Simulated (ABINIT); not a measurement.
# A GW chain in ABINIT: Ca2H6Os (Fm-3m), part 2 of 3

Aim: the G0W0 gap of Ca2H6Os (Fm-3m) on PBEsol with spin-orbit coupling, step by step.

ABINIT 10.8.3; PBEsol and many-body steps on it, plane waves. Known limits of the many-body steps: not at the basis limit; screening head approximate; d states lean on the start; coarse k mesh.

So far. Step 2 (Ground state): The gap is direct, at (0.500, 0.500, 0.000).

### Step 3. Bands along the symmetry lines

Level of this step: DFT, PBEsol with spin-orbit coupling, plane waves, norm-conserving pseudopotentials (ABINIT).

Levels along a band path, at the cheap level, show where the edges lie and whether the meshes to come will hold them.

Input file run.abi:

```
acell 3*1.0 Angstrom
rprim 
  0.000000000000 3.614821300000 3.614821300000
  3.614821300000 0.000000000000 3.614821300000
  3.614821300000 3.614821300000 0.000000000000
ntypat 3
znucl 20 1 76
natom 9
typat 1 1 2 2 2 2 2 2 3
xred 
  0.250000000000 0.250000000000 0.250000000000
  0.750000000000 0.750000000000 0.750000000000
  0.762819760000 0.237180240000 0.237180240000
  0.237180240000 0.762819760000 0.762819760000
  0.237180240000 0.762819760000 0.237180240000
  0.762819760000 0.237180240000 0.762819760000
  0.237180240000 0.237180240000 0.762819760000
  0.762819760000 0.762819760000 0.237180240000
  0.000000000000 0.000000000000 0.000000000000
pp_dirpath "pseudos"
pseudos "Ca.upf, H.upf, Os.upf"
ecut 33
nspinor 2
iscf -2
irdden 1
kptopt 0
nkpt 26
kpt 
  0.00000000 0.00000000 0.00000000
  0.12500000 0.00000000 0.12500000
  0.25000000 0.00000000 0.25000000
  0.37500000 0.00000000 0.37500000
  0.50000000 0.00000000 0.50000000
  0.53125000 0.06250000 0.53125000
  0.56250000 0.12500000 0.56250000
  0.59375000 0.18750000 0.59375000
  0.62500000 0.25000000 0.62500000
  0.37500000 0.37500000 0.75000000
  0.28125000 0.28125000 0.56250000
  0.18750000 0.18750000 0.37500000
  0.09375000 0.09375000 0.18750000
  0.00000000 0.00000000 0.00000000
  0.12500000 0.12500000 0.12500000
  0.25000000 0.25000000 0.25000000
  0.37500000 0.37500000 0.37500000
  0.50000000 0.50000000 0.50000000
  0.50000000 0.43750000 0.56250000
  0.50000000 0.37500000 0.62500000
  0.50000000 0.31250000 0.68750000
  0.50000000 0.25000000 0.75000000
  0.50000000 0.18750000 0.68750000
  0.50000000 0.12500000 0.62500000
  0.50000000 0.06250000 0.56250000
  0.50000000 0.00000000 0.50000000
istwfk *1
nband 58
nbdbuf 6
tolwfr 1e-08
nstep 40
prtwf 0
prtvol 0
indata_prefix "in"
outdata_prefix "out"
tmpdata_prefix "tmp"
```

Launch:

```bash
> OMP_NUM_THREADS=1 mpirun -n 4 abinit run.abi > log
```

Numbers of over 12 decimals in the logs are rounded to 6 here.

Log:

```text
.Version 10.8.3 of ABINIT. v10.8.2 released Aug 2026.

 Symmetries : space group Fm -3 m (#225); Bravais cF (face-center cubic)
[... echo of the input left out ...]
== DATASET  1 ==================================================================
-   mpi_nproc: 4, omp_nthreads: 1 (-1 if OMP is not activated)

--- !DatasetInfo
iteration_state: {dtset: 1, }
dimensions: {natom: 9, nkpt: 26, mband: 58, nsppol: 1, nspinor: 2, nspden: 1, mpw: 5817, }
cutoff_energies: {ecut:  33.0, pawecutdg:  -1.0, }
electrons: {nelect:   4.20000000E+01, charge:   0.00000000E+00, occopt:   1.00000000E+00, tsmear:   1.00000000E-02, }

 Real(R)+Recip(G) space primitive vectors, cartesian coordinates (Bohr,Bohr^-1):
 R(1)=  0.0000000  6.8310223  6.8310223  G(1)= -0.0731955  0.0731955  0.0731955
 R(2)=  6.8310223  0.0000000  6.8310223  G(2)=  0.0731955 -0.0731955  0.0731955
 R(3)=  6.8310223  6.8310223  0.0000000  G(3)=  0.0731955  0.0731955 -0.0731955
 Unit cell volume ucvol=  6.3751014E+02 bohr^3
 Angles (23,13,12)=  6.00000000E+01  6.00000000E+01  6.00000000E+01 degrees

 getcut: wavevector=  0.0000  0.0000  0.0000  ngfft=  50  50  50
         ecut(hartree)=     33.000   => boxcut(ratio)=   2.00226

--- Pseudopotential description ------------------------------------------------
- Ca Generated using ONCVPSP code by D. R. Hamann
- 20.00000  10.00000  180509                  znucl, zion, pspdat
12 -116133 2 -1 1746                          pspcod,pspxc,lmax,lloc,mmax
     nproj     2     3     2     0
     spin-orbit psp
        nprojso     4     2     0
  pspatm : epsatm=   12.46569982
         --- l  ekb(1:nproj) -->
             0    0.973558   10.055048
             1    2.999586    0.458246    0.000021
             2   -3.446888   -1.091508
  spin-orbit 1    0.048466   -0.009333    0.003358   -0.000050
  spin-orbit 2    0.003087    0.001219
 pspatm: atomic psp has been read  and splines computed

- H Generated using ONCVPSP code by D. R. Hamann
-  1.00000   1.00000  180509                  znucl, zion, pspdat
12 -116133 1 -1 1180                          pspcod,pspxc,lmax,lloc,mmax
     nproj     2     2     0     0
     spin-orbit psp
        nprojso     2     0     0
  pspatm : epsatm=    0.35588979
         --- l  ekb(1:nproj) -->
             0   -1.674936   -0.523615
[...]
spin-orbit 1    0.000425   -0.000168
 pspatm: atomic psp has been read  and splines computed

- Os Generated using ONCVPSP code by D. R. Hamann
- 76.00000  16.00000  180509                  znucl, zion, pspdat
12 -116133 3 -1 1328                          pspcod,pspxc,lmax,lloc,mmax
     nproj     2     4     3     4
     spin-orbit psp
        nprojso     4     4     4
  pspatm : epsatm=   26.10852692
         --- l  ekb(1:nproj) -->
[...]
1    6.082045    0.457570   -0.095798    0.000452
             2    2.240904    0.220541    0.002467
[...]
Non-SCF case, kpt   26 (  0.50000  0.00000  0.50000), residuals and eigenvalues=
[...]
2.6707E-01  2.6707E-01  3.0038E-01  3.0038E-01  3.4210E-01  3.4210E-01
  3.4337E-01  3.4337E-01  3.4574E-01  3.4574E-01  3.9838E-01  3.9839E-01
[...]
--- !ResultsGS
iteration_state: {dtset: 1, }
comment   : Summary of ground state results
lattice_vectors:
- [  0.0000000,   6.8310223,   6.8310223, ]
- [  6.8310223,   0.0000000,   6.8310223, ]
- [  6.8310223,   6.8310223,   0.0000000, ]
lattice_lengths: [   9.66052,    9.66052,    9.66052, ]
lattice_angles: [ 60.000,  60.000,  60.000, ] # degrees, (23, 13, 12)
lattice_volume:   6.3751014E+02
convergence: {deltae:  0.000E+00, res2:  0.000E+00, residm:  9.987E-09, diffor:  0.000E+00, }
etotal    :  -1.82285858E+02
entropy   :   0.00000000E+00
fermie    :   1.77012243E-01
cartesian_stress_tensor: null
pressure_GPa: null
xred      :
- [  2.5000E-01,   2.5000E-01,   2.5000E-01, Ca]
- [  7.5000E-01,   7.5000E-01,   7.5000E-01, Ca]
- [  7.6282E-01,   2.3718E-01,   2.3718E-01,  H]
- [  2.3718E-01,   7.6282E-01,   7.6282E-01,  H]
- [  2.3718E-01,   7.6282E-01,   2.3718E-01,  H]
- [  7.6282E-01,   2.3718E-01,   7.6282E-01,  H]
- [  2.3718E-01,   2.3718E-01,   7.6282E-01,  H]
- [  7.6282E-01,   7.6282E-01,   2.3718E-01,  H]
- [  0.0000E+00,   0.0000E+00,   0.0000E+00, Os]
cartesian_forces: null
force_length_stats: {min: null, max: null, mean: null, }

 Integrated electronic density in atomic spheres:
 ------------------------------------------------
 Atom  Sphere_radius  Integrated_density
[...]
================================================================================

 ----iterations are completed or convergence reached----

 Mean square residual over all n,k,spin=   57.547E-10; max=  99.874E-10
 reduced coordinates (array xred) for    9 atoms
[...]
0.762819760000      0.762819760000      0.237180240000
       0.000000000000      0.000000000000      0.000000000000

 cartesian coordinates (angstrom) at end:
[...]
8      3.614821     3.614821     5.514914
    9      0.000000     0.000000     0.000000
 length scales=  1.889726125908  1.889726125908  1.889726125908 bohr
              =  1.000000000000  1.000000000000  1.000000000000 angstroms
 prteigrs : about to open file out_EIG
 Eigenvalues (hartree) for nkpt=  26  k points:
 kpt#   1, nband= 58, wtk=  1.00000, kpt=  0.0000  0.0000  0.0000 (reduced coord)
[...]
kpt#   2, nband= 58, wtk=  1.00000, kpt=  0.1250  0.0000  0.1250 (reduced coord)
[...]
kpt#   3, nband= 58, wtk=  1.00000, kpt=  0.2500  0.0000  0.2500 (reduced coord)
[...]
kpt#  25, nband= 58, wtk=  1.00000, kpt=  0.5000  0.0625  0.5625 (reduced coord)
[...]
0.41674    0.41749
 kpt#  26, nband= 58, wtk=  1.00000, kpt=  0.5000  0.0000  0.5000 (reduced coord)
[...]
0.17701    0.17701    0.26707    0.26707    0.30038    0.30038    0.34210    0.34210
   0.34337    0.34337    0.34574    0.34574    0.39838    0.39839    0.40013    0.40015
   0.41403    0.41419

== END DATASET(S) ==============================================================
================================================================================

 -outvars: echo values of variables after computation  --------
            nband          58
             nkpt          26
          spgroup         225
 [... the other variables as echoed above ...]

 Calculation completed.
```

It took 2.4 min on 4 MPI ranks of AMD EPYC 9R45 (Zen 5), shared host; peak memory 0.63 GiB; 9.5 min of CPU time.

This step gave:

```
gap                        : 2.451 eV
k of the valence top       : 0.5, 0, 0.5
k of the conduction bottom : 0.5, 0, 0.5
least direct gap           : 2.451 eV
```

The gap is 2.451 eV, as in the run before at this level.

Electronic bands along the path, in eV, zero at the top of the highest filled band:

```tsv
point	band 39	band 40	band 41	band 42	band 43	band 44	band 45	band 46
Γ	-0.52	-0.52	-0.08	-0.08	4.19	4.19	4.19	4.19
halfway	-0.45	-0.45	-0.07	-0.07	3.47	3.47	3.79	3.79
X	-0.39	-0.39	0.00	0.00	2.45	2.45	3.36	3.36
halfway	-0.40	-0.40	0.00	0.00	2.56	2.56	3.45	3.45
U	-0.42	-0.42	-0.02	-0.02	2.78	2.78	3.70	3.70
jump to K	-0.42	-0.42	-0.02	-0.02	2.78	2.78	3.70	3.70
halfway	-0.49	-0.49	-0.09	-0.09	3.73	3.73	4.06	4.06
Γ	-0.52	-0.52	-0.08	-0.08	4.19	4.19	4.19	4.19
halfway	-0.49	-0.49	-0.10	-0.10	4.06	4.06	4.07	4.07
L	-0.47	-0.47	-0.10	-0.10	3.85	3.85	4.11	4.11
halfway	-0.47	-0.47	-0.06	-0.06	3.14	3.14	4.04	4.04
W	-0.47	-0.47	-0.02	-0.02	2.92	2.92	3.85	3.85
halfway	-0.41	-0.41	-0.01	-0.01	2.66	2.66	3.53	3.53
X	-0.39	-0.39	0.00	0.00	2.45	2.45	3.36	3.36
```

### Step 4. Empty states on the mesh, 2×2×2 mesh, 146 bands

The sums over transitions need many empty states on a uniform mesh; this step solves for them.

Input file run.abi:

```
acell 3*1.0 Angstrom
rprim 
  0.000000000000 3.614821300000 3.614821300000
  3.614821300000 0.000000000000 3.614821300000
  3.614821300000 3.614821300000 0.000000000000
ntypat 3
znucl 20 1 76
natom 9
typat 1 1 2 2 2 2 2 2 3
xred 
  0.250000000000 0.250000000000 0.250000000000
  0.750000000000 0.750000000000 0.750000000000
  0.762819760000 0.237180240000 0.237180240000
  0.237180240000 0.762819760000 0.762819760000
  0.237180240000 0.762819760000 0.237180240000
  0.762819760000 0.237180240000 0.762819760000
  0.237180240000 0.237180240000 0.762819760000
  0.762819760000 0.762819760000 0.237180240000
  0.000000000000 0.000000000000 0.000000000000
pp_dirpath "pseudos"
pseudos "Ca.upf, H.upf, Os.upf"
ecut 33
nspinor 2
ngkpt 2 2 2
nshiftk 1
shiftk 0 0 0
kptopt 1
chksymbreak 0
iscf -2
irdden 1
istwfk *1
nband 146
nbdbuf 12
tolwfr 1e-09
nstep 60
prtvol 0
indata_prefix "in"
outdata_prefix "out"
tmpdata_prefix "tmp"
```

Launch:

```bash
> OMP_NUM_THREADS=1 mpirun -n 3 abinit run.abi > log
```

Log:

```text
.Version 10.8.3 of ABINIT. v10.8.2 released Aug 2026.

 Symmetries : space group Fm -3 m (#225); Bravais cF (face-center cubic)
[... echo of the input left out ...]
== DATASET  1 ==================================================================
-   mpi_nproc: 3, omp_nthreads: 1 (-1 if OMP is not activated)

--- !DatasetInfo
iteration_state: {dtset: 1, }
dimensions: {natom: 9, nkpt: 3, mband: 146, nsppol: 1, nspinor: 2, nspden: 1, mpw: 5817, }
cutoff_energies: {ecut:  33.0, pawecutdg:  -1.0, }
electrons: {nelect:   4.20000000E+01, charge:   0.00000000E+00, occopt:   1.00000000E+00, tsmear:   1.00000000E-02, }

 Real(R)+Recip(G) space primitive vectors, cartesian coordinates (Bohr,Bohr^-1):
 R(1)=  0.0000000  6.8310223  6.8310223  G(1)= -0.0731955  0.0731955  0.0731955
 R(2)=  6.8310223  0.0000000  6.8310223  G(2)=  0.0731955 -0.0731955  0.0731955
 R(3)=  6.8310223  6.8310223  0.0000000  G(3)=  0.0731955  0.0731955 -0.0731955
 Unit cell volume ucvol=  6.3751014E+02 bohr^3
 Angles (23,13,12)=  6.00000000E+01  6.00000000E+01  6.00000000E+01 degrees

 getcut: wavevector=  0.0000  0.0000  0.0000  ngfft=  50  50  50
         ecut(hartree)=     33.000   => boxcut(ratio)=   2.00226

--- Pseudopotential description ------------------------------------------------
- Ca Generated using ONCVPSP code by D. R. Hamann
- 20.00000  10.00000  180509                  znucl, zion, pspdat
12 -116133 2 -1 1746                          pspcod,pspxc,lmax,lloc,mmax
     nproj     2     3     2     0
     spin-orbit psp
        nprojso     4     2     0
  pspatm : epsatm=   12.46569982
         --- l  ekb(1:nproj) -->
             0    0.973558   10.055048
             1    2.999586    0.458246    0.000021
             2   -3.446888   -1.091508
  spin-orbit 1    0.048466   -0.009333    0.003358   -0.000050
  spin-orbit 2    0.003087    0.001219
 pspatm: atomic psp has been read  and splines computed

- H Generated using ONCVPSP code by D. R. Hamann
-  1.00000   1.00000  180509                  znucl, zion, pspdat
12 -116133 1 -1 1180                          pspcod,pspxc,lmax,lloc,mmax
     nproj     2     2     0     0
     spin-orbit psp
        nprojso     2     0     0
  pspatm : epsatm=    0.35588979
         --- l  ekb(1:nproj) -->
             0   -1.674936   -0.523615
[...]
spin-orbit 1    0.000425   -0.000168
 pspatm: atomic psp has been read  and splines computed

- Os Generated using ONCVPSP code by D. R. Hamann
- 76.00000  16.00000  180509                  znucl, zion, pspdat
12 -116133 3 -1 1328                          pspcod,pspxc,lmax,lloc,mmax
     nproj     2     4     3     4
     spin-orbit psp
        nprojso     4     4     4
  pspatm : epsatm=   26.10852692
         --- l  ekb(1:nproj) -->
[...]
1    6.082045    0.457570   -0.095798    0.000452
             2    2.240904    0.220541    0.002467
[...]
1.53E-10  3.08E-10  1.99E-10  2.55E-10  1.88E-10  2.70E-10  2.12E-10  2.75E-10
[...]
4.43E-05  2.49E-05
 -2.9002E+00 -2.9002E+00 -1.7411E+00 -1.7411E+00 -1.2943E+00 -1.2943E+00
 -1.2943E+00 -1.2943E+00 -1.2633E+00 -1.2633E+00 -1.2617E+00 -1.2617E+00
 -5.8043E-01 -5.8043E-01 -5.7536E-01 -5.7536E-01 -5.6674E-01 -5.6674E-01
[...]
1.1411E+00  1.1411E+00  1.2705E+00  1.2705E+00  1.2705E+00  1.2705E+00
  1.2980E+00  1.2983E+00  1.3043E+00  1.3043E+00  1.3048E+00  1.3076E+00
  1.3177E+00  1.3181E+00
 prteigrs : prtvol=0 or 1, do not print more k-points.

--- !ResultsGS
iteration_state: {dtset: 1, }
comment   : Summary of ground state results
lattice_vectors:
- [  0.0000000,   6.8310223,   6.8310223, ]
- [  6.8310223,   0.0000000,   6.8310223, ]
- [  6.8310223,   6.8310223,   0.0000000, ]
lattice_lengths: [   9.66052,    9.66052,    9.66052, ]
lattice_angles: [ 60.000,  60.000,  60.000, ] # degrees, (23, 13, 12)
lattice_volume:   6.3751014E+02
convergence: {deltae:  0.000E+00, res2:  0.000E+00, residm:  9.996E-10, diffor:  0.000E+00, }
etotal    :  -1.82285858E+02
entropy   :   0.00000000E+00
fermie    :   1.77012243E-01
cartesian_stress_tensor: null
pressure_GPa: null
xred      :
- [  2.5000E-01,   2.5000E-01,   2.5000E-01, Ca]
- [  7.5000E-01,   7.5000E-01,   7.5000E-01, Ca]
- [  7.6282E-01,   2.3718E-01,   2.3718E-01,  H]
- [  2.3718E-01,   7.6282E-01,   7.6282E-01,  H]
- [  2.3718E-01,   7.6282E-01,   2.3718E-01,  H]
- [  7.6282E-01,   2.3718E-01,   7.6282E-01,  H]
- [  2.3718E-01,   2.3718E-01,   7.6282E-01,  H]
- [  7.6282E-01,   7.6282E-01,   2.3718E-01,  H]
- [  0.0000E+00,   0.0000E+00,   0.0000E+00, Os]
cartesian_forces: null
force_length_stats: {min: null, max: null, mean: null, }

 Integrated electronic density in atomic spheres:
 ------------------------------------------------
 Atom  Sphere_radius  Integrated_density
[...]
================================================================================

 ----iterations are completed or convergence reached----

 Mean square residual over all n,k,spin=   46.581E-11; max=  99.957E-11
 reduced coordinates (array xred) for    9 atoms
[...]
0.762819760000      0.762819760000      0.237180240000
       0.000000000000      0.000000000000      0.000000000000

 cartesian coordinates (angstrom) at end:
    1      1.807411     1.807411     1.807411
[...]
8      3.614821     3.614821     5.514914
    9      0.000000     0.000000     0.000000
 length scales=  1.889726125908  1.889726125908  1.889726125908 bohr
              =  1.000000000000  1.000000000000  1.000000000000 angstroms
 prteigrs : about to open file out_EIG
 Eigenvalues (hartree) for nkpt=   3  k points:
 kpt#   1, nband=146, wtk=  0.12500, kpt=  0.0000  0.0000  0.0000 (reduced coord)
[...]
1.13606    1.13606    1.13606    1.13606    1.14114    1.14114    1.27045    1.27045
   1.27047    1.27049    1.29803    1.29826    1.30425    1.30425    1.30478    1.30758
   1.31769    1.31805
 prteigrs : prtvol=0 or 1, do not print more k-points.

== END DATASET(S) ==============================================================
================================================================================

 -outvars: echo values of variables after computation  --------
            nband         146
             nkpt           3
          spgroup         225
 [... the other variables as echoed above ...]

 Calculation completed.
```

Elapsed: 47 s, on 3 MPI ranks; peak memory 0.41 GiB.

Numbers from this step:

* gap: 2.451 eV
* k of the valence top: 0.5, 0.5, 0
* k of the conduction bottom: 0.5, 0.5, 0
* least direct gap: 2.451 eV
* k points computed: 3
* lowest point of the top converged band, above the valence top: 26.24 eV

On this mesh the gap is 2.451 eV.

### Step 5. Screening, 2×2×2 mesh, 134 bands, screening to 98 eV

The RPA dielectric matrix is built and inverted for each q.

This step: RPA screening on PBEsol with spin-orbit coupling, plane waves, norm-conserving pseudopotentials.

Edit run.abi of step 4 so:

```diff
@@ -28,10 +28,11 @@
 chksymbreak 0
-iscf -2
-irdden 1
 istwfk *1
-nband 146
-nbdbuf 12
-tolwfr 1e-09
-nstep 60
-prtvol 0
+occopt 1
+irdwfk 1
+optdriver 3
+nband 134
+ecuteps 3.6
+inclvkb 0
+awtr 1
+symchi 1
 indata_prefix "in"
```

Launch:

```bash
> OMP_NUM_THREADS=1 mpirun -n 4 abinit run.abi > log
```

Log:

```text
.Version 10.8.3 of ABINIT. v10.8.2 released Aug 2026.

 Symmetries : space group Fm -3 m (#225); Bravais cF (face-center cubic)
[... echo of the input left out ...]
== DATASET  1 ==================================================================
-   mpi_nproc: 4, omp_nthreads: 1 (-1 if OMP is not activated)

--- !DatasetInfo
iteration_state: {dtset: 1, }
dimensions: {natom: 9, nkpt: 3, mband: 134, nsppol: 1, nspinor: 2, nspden: 1, mpw: 5817, }
cutoff_energies: {ecut:  33.0, pawecutdg:  -1.0, }
electrons: {nelect:   4.20000000E+01, charge:   0.00000000E+00, occopt:   1.00000000E+00, tsmear:   1.00000000E-02, }

 SCREENING: Calculation of the susceptibility and dielectric matrices

 Based on a program developped by R.W. Godby, V. Olevano, G. Onida, and L. Reining.
 Incorporated in ABINIT by V. Olevano, G.-M. Rignanese, and M. Torrent.
.Using double precision arithmetic ; gwpc =  8

[... cell and pseudopotentials left out ...]
--------------------------------------------------------------------------------

 ==== K-mesh for the wavefunctions ====
 Number of points in the irreducible wedge :     3
[... list of points left out ...]
 Together with 48 symmetry operations and time-reversal symmetry
 yields     8 points in the full Brillouin Zone.

 ==== Q-mesh for the screening function ====
 Number of points in the irreducible wedge :     3
[... list of points left out ...]
 Together with 48 symmetry operations and time-reversal symmetry
 yields     8 points in the full Brillouin Zone.

 setmesh: FFT mesh size selected  =    36x   36x   36
          total number of points  =        46656

 vcoul_init : cutoff-mode = AUXILIARY_FUNCTION
 q-points for optical limit:   1
     1)      0.000010    0.000020    0.000030

- screening: taking advantage of time-reversal symmetry
- Maximum band index for partially occupied states nbvw = 42
- Remaining bands to be divided among processors   nbcw = 92
- Number of bands treated by each node ~23

 Number of electrons calculated from density =   42.0000; Expected =   42.0000
 average of density, n =  0.065881
 r_s =    1.5360
 omega_plasma =   24.7592 [eV]

 calculating chi0 at frequencies [eV] :
  1    0.000000E+00    0.000000E+00
  2    0.000000E+00    2.475921E+01

--------------------------------------------------------------------------------
  q-point number  1        q = ( 0.000000, 0.000000, 0.000000) [r.l.u.]
--------------------------------------------------------------------------------
[... chi0 elements left out ...]
 For q-point:  0.000010 0.000020 0.000030
  dielectric constant =   4.7339
  dielectric constant without local fields =   5.7088

  Average fulfillment of the sum rule on Im[epsilon] for q-point    1 :     46.94  [%]
[... wings left out ...]
  q-point number  2        q = ( 0.500000, 0.000000, 0.000000) [r.l.u.]
--------------------------------------------------------------------------------
[... chi0 elements left out ...]
  Average fulfillment of the sum rule on Im[epsilon] for q-point    2 :     56.63  [%]

 [... 1 further q-points ...]
```

Wall time 9.9 s (4 MPI ranks); peak memory 1.6 GiB; 39 s of CPU time.

This step gave:

```yaml
eps_infinity_with_local_fields_on_this_mesh_along_the_program_s_q_direction: 4.734
the_same_without_local_fields: 5.709
plasma_frequency: 24.76 eV
plane_waves_in_the_screening_matrix: 181
```

Local fields lower ε∞ by 17 %. On a Γ-centred mesh this coarse the value itself is usually too large, while a short band sum pulls it down.

[end of part 2 of 3]

[Paths, hosts, dates, memory and timing lines, banners, echoed tables and standing remarks are left out of the program output.]

[Logs are printed without paths, hosts, clocks, repeated set-up lines and the standing remarks that a program may print on its own settings, such as how far it seeks lower states.]

[Runs of the session that timed out or met a known fault of the program may be left out.]

[Hosts, paths, dates, database ids (printed as entryN), source tags and the programs' standing remarks are cut or masked in the printed files.]

[G0W0 gaps are taken among the corrected bands and points alone; a level outside them can change the order at an edge.]

[Where Ansatz stands beside ABINIT at settings called matched, ABINIT's density can come from a denser mesh and the files from another edition; pairs whose starting gaps differed by over 0.03 eV were left out, so agreement reads better than it is.]
